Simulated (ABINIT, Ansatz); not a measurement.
# Li3SI (Pm-3m): Raman and infrared activity

Aim: Raman and infrared lines of Li3SI (Pm-3m).

Calculated with ABINIT 10.8.3; DFT LDA, scalar-relativistic, plane waves, PseudoDojo norm-conserving pseudopotentials.

Report form: the programs' logs are mostly left out.

The structure was built from a prototype and need not be the compound's stable phase.

### 1. The structure

It takes space group Pm-3m (No. 221, cubic). Conventional cell: a = 4.610 Å, b = 4.610 Å, c = 4.610 Å, α = 90.00°, β = 90.00°, γ = 90.00°. I has 12 Li at 3.26 Å nearest. Nearest to S lie 6 Li at 2.30 Å. Nearest to Li lie 2 S at 2.30 Å and 4 I at 3.26 Å and 8 Li at 3.26 Å. Farther neighbours and most contacts between anions are not listed.

Coordinates:

```cif
data_structure
_symmetry_space_group_name_H-M 'P 1'
_symmetry_Int_Tables_number 1
_cell_length_a 4.6098
_cell_length_b 4.6098
_cell_length_c 4.6098
_cell_angle_alpha 90.000
_cell_angle_beta 90.000
_cell_angle_gamma 90.000
_cell_volume 97.96
loop_
_atom_site_label
_atom_site_type_symbol
_atom_site_fract_x
_atom_site_fract_y
_atom_site_fract_z
_atom_site_occupancy
I1 I 0.00000 0.00000 0.00000 1
S2 S 0.50000 0.50000 0.50000 1
Li3 Li 0.50000 0.50000 0.00000 1
Li4 Li 0.50000 0.00000 0.50000 1
Li5 Li 0.00000 0.50000 0.50000 1
```

### 2. Relaxation

The harmonic expansion needs vanishing forces, and a free crystal bears no stress, so cell and atoms are brought to rest. Stress is more sensitive to the basis than forces are: the last 3 Ha under the cutoff are smoothed with ecutsm, and the cutoff is raised above that of the later runs.

The starting cell comes from a relaxation made beforehand in Ansatz (LDA, PseudoDojo NC).

File relax.abi:

```
# relaxation
ionmov 2
optcell 2
dilatmx 1.08
ntime 40
tolmxf 1.0d-05
tolvrs 1.0d-14
prtwf 0
prtden 0
chksymtnons 0

# basis, mesh and filling
ecut 41.0
ecutsm 3.0
ngkpt 4 4 4
nshiftk 1
shiftk 0.0 0.0 0.0
istwfk *1
occopt 1
nband 11
nstep 100
diemac 9.0
prtebands 0
prtgsr 0

# cell and atoms
acell 3*1.0 Angstrom
rprim 
    4.609838874 0.0 0.0
    0.0 4.609838874 0.0
    0.0 0.0 4.609838874
ntypat 3
znucl 53 16 3
natom 5
typat 1 2 3 3 3
xred 
    0.0 0.0 0.0
    0.5 0.5 0.5
    0.5 0.5 0.0
    0.5 0.0 0.5
    0.0 0.5 0.5
pp_dirpath "./pseudo"
pseudos "I.upf, S.upf, Li.upf"
```

Command:

```
$ OMP_NUM_THREADS=1 mpirun -n 4 abinit relax.abi > relax.log
```

The job ended after 50 s (4 MPI ranks of Intel Xeon at 2.70GHz, shared host; 3.3 min of CPU time).

Little changed from the start: no atom moved by 0.005 Å and no cell edge by 0.1 %.

This step gave:

```
volume per atom : 19.60 Å³
pressure        : 8.15e-6 GPa
```

### 3. Self-consistent run for the response

First-order wavefunctions inherit every error of the ground state, hence the very tight tolvrs.

File gs.abi:

```
# ground state
tolvrs 1.0d-16
prtden 1
prtwf 1

# basis, mesh and filling
ecut 33.0
ngkpt 4 4 4
nshiftk 1
shiftk 0.0 0.0 0.0
istwfk *1
occopt 1
nband 11
nstep 100
diemac 9.0
prtebands 0
prtgsr 0

# cell and atoms
acell 3*1.0 Angstrom
rprim 
    4.610580155 0.0 0.0
    0.0 4.610580155 0.0
    0.0 0.0 4.610580155
ntypat 3
znucl 53 16 3
natom 5
typat 1 2 3 3 3
xred 
    0.0 0.0 0.0
    0.5 0.5 0.5
    0.5 0.5 0.0
    0.5 0.0 0.5
    0.0 0.5 0.5
pp_dirpath "./pseudo"
pseudos "I.upf, S.upf, Li.upf"
```

Command:

```
$ OMP_NUM_THREADS=1 mpirun -n 4 abinit gs.abi > gs.log
```

Elapsed: 14 s, on 4 MPI ranks.

Read from the output:

- pressure: -0.1978 GPa

The cell stands at -0.20 GPa: the relaxation ran with a smoothed and higher cutoff, and the difference is a stress of the finite basis.

### 4. Empty bands

Empty bands on the ground state's density check that the gap assumed so far is there in this cell.

File gap.abi:

```
# empty bands on the ground state's density
iscf -2
getden_filepath "gso_DEN"
tolwfr 1.0d-12
nbdbuf 2
prtwf 0

# basis, mesh and filling
ecut 33.0
ngkpt 4 4 4
nshiftk 1
shiftk 0.0 0.0 0.0
istwfk *1
occopt 1
nband 15
nstep 100
diemac 9.0
prtebands 0
prtgsr 0

# cell and atoms
acell 3*1.0 Angstrom
rprim 
    4.610580155 0.0 0.0
    0.0 4.610580155 0.0
    0.0 0.0 4.610580155
ntypat 3
znucl 53 16 3
natom 5
typat 1 2 3 3 3
xred 
    0.0 0.0 0.0
    0.5 0.5 0.5
    0.5 0.5 0.0
    0.5 0.0 0.5
    0.0 0.5 0.5
pp_dirpath "./pseudo"
pseudos "I.upf, S.upf, Li.upf"
```

Command:

```
$ OMP_NUM_THREADS=1 mpirun -n 4 abinit gap.abi > gap.log
```

Run time: 10 s. Hardware: 4 MPI ranks; 41 s of CPU time.

This step gave:

| Quantity | Value |
| --- | --- |
| gap on the k-mesh | 3.228 eV |

In this cell the gap on the mesh is 3.2 eV, direct, so fixed occupations hold.

### 5. Zone-centre response

The derivative of the wavefunctions by k comes first, since the response to a field is built on it; then the field and the displacements that symmetry doesn't supply are solved at q = 0. By the 2n+1 theorem the first-order wavefunctions also give third derivatives: Raman tensors and the non-linear susceptibility.

It reads the wavefunctions written in step 3.

File dfpt_gamma.abi:

```
ndtset 3

# common to the responses
getwfk_filepath "gso_WFK"
kptopt 2
nqpt 1
qpt 0.0 0.0 0.0
asr 0
chneut 0

# d/dk
rfelfd1 2
rfdir1 1 1 1
iscf1 -3
tolwfr1 1.0d-20

# displacements, field
rfphon2 1
rfatpol2 1 5
rfdir2 1 1 1
rfelfd2 3
getddk2 1
tolvrs2 1.0d-10
prepanl2 1
prtden2 1

# third order
optdriver3 5
getden_filepath3 "gso_DEN"
get1den3 2
get1wf3 2
getddk3 1
d3e_pert1_elfd3 1
d3e_pert1_phon3 1
d3e_pert1_atpol3 1 5
d3e_pert1_dir3 1 1 1
d3e_pert2_elfd3 1
d3e_pert2_dir3 1 1 1
d3e_pert3_elfd3 1
d3e_pert3_dir3 1 1 1
usepead3 1
tolvrs3 1.0d-10

# basis, mesh and filling
ecut 33.0
ngkpt 4 4 4
nshiftk 1
shiftk 0.0 0.0 0.0
istwfk *1
occopt 1
nband 11
nstep 100
diemac 9.0
prtebands 0
prtgsr 0

# cell and atoms
acell 3*1.0 Angstrom
rprim 
    4.610580155 0.0 0.0
    0.0 4.610580155 0.0
    0.0 0.0 4.610580155
ntypat 3
znucl 53 16 3
natom 5
typat 1 2 3 3 3
xred 
    0.0 0.0 0.0
    0.5 0.5 0.5
    0.5 0.5 0.0
    0.5 0.0 0.5
    0.0 0.5 0.5
pp_dirpath "./pseudo"
pseudos "I.upf, S.upf, Li.upf"
```

Command:

```
$ OMP_NUM_THREADS=1 mpirun -n 4 abinit dfpt_gamma.abi > dfpt_gamma.log
```

Run time: 4 min. Hardware: 4 MPI ranks.

Read from the output:

```
miss of the charge sum rule                                       : 0.03569 e
largest acoustic frequency at the zone centre before the sum rule : 0.14 cm⁻¹
highest optical zone-centre mode (no LO-TO term)                  : 524.6 cm⁻¹
lowest optical zone-centre mode                                   : -46.07 cm⁻¹
mean high-frequency dielectric constant                           : 4.570
largest Born charge in size (third of the trace)                  : 2.076 e
```

Born charge (rows field, columns displacement), before the sum rule (e), principal values of the symmetric part by kind of site:

```
atom  atoms with these values    low  middle   high   mean
  I1                        1  -1.53   -1.53  -1.53  -1.53
  S2                        1  -2.08   -2.08  -2.08  -2.08
 Li3                        3   1.18    1.19   1.19   1.19
```

In full for I1:

```
-1.53  0.00  0.00
 0.00 -1.53  0.00
 0.00  0.00 -1.53
```

High-frequency dielectric tensor:

```
4.57 0.00 0.00
0.00 4.57 0.00
0.00 0.00 4.57
```

The acoustic modes at Γ come out as far as 0.1 cm⁻¹ from zero, where they should vanish, a small numerical error; the Born charges miss their sum rule by 0.036 e, which is fair. The lowest optical mode is imaginary, 46i cm⁻¹, an instability at this level and on this k mesh.

### 6. Zone-centre analysis

anaddb reads the merged derivatives and imposes the acoustic sum rule.

File anaddb.abi:

```
ddb_filepath "gamma_DDB"
output_file "anaddb.abo"
outdata_prefix "anaddb"
asr 1
chneut 1
enunit 2
eivec 1
nph1l 1
qph1l 0.0 0.0 0.0 1.0
dieflag 1
nph2l 3
qph2l 
    1.0 0.0 0.0 0.0
    0.0 0.0 1.0 0.0
    1.0 1.0 1.0 0.0
nlflag 1
ramansr 1
alphon 1
prtmbm 1
```

File mrgddb.in:

```
gamma_DDB
merged
3
dfpt_gammao_DS2_DDB
dfpt_gammao_DS3_DDB
gso_DDB
```

Command:

```
$ mrgddb < mrgddb.in > mrgddb.log
$ OMP_NUM_THREADS=1 anaddb anaddb.abi > anaddb.log
```

Run time: 2.8 s. Hardware: 1 thread.

The program refused the input: “The lowest mode appears to be a "true" negative mode, and not an acoustic mode”.

With an imaginary mode the lattice part of the dielectric tensor has no meaning; dieflag 2 would ask for the electronic part alone. The modes stand as the response run printed them.

### 7. Outcome

| Property | Result |
| --- | --- |
| space group after relaxation | Pm-3m |
| volume per atom | 19.6 Å³ |
| highest optical zone-centre mode (no LO-TO term) | 524.6 cm⁻¹ |
| lowest optical zone-centre mode | -46.1 cm⁻¹ |
| mean high-frequency dielectric constant | 4.57 |
| largest Born charge in size (third of the trace) | 2.08 e |

In words: No mode is Raman active in this structure. At the LDA level the optical modes of Li3SI (Pm-3m) at the zone centre (no LO-TO term) run from 46i to 525 cm⁻¹, so the structure is a saddle point, with 6 modes beyond 10i cm⁻¹ there. These are harmonic frequencies at zero temperature: anharmonic shifts and linewidths and thermal expansion are left out. Spin-orbit coupling is left out, which can matter for the heavy elements here. The structure is a hypothetical one, built on a prototype.

[Host names and launcher messages were left out of these logs when they were recorded.]

[Logs are printed without paths, hosts, clocks, repeated set-up lines and the standing remarks that a program may print on its own settings, such as how far it seeks lower states.]

[Hosts, paths, dates, database ids (printed as entryN), source tags and the programs' standing remarks are cut or masked in the printed files.]
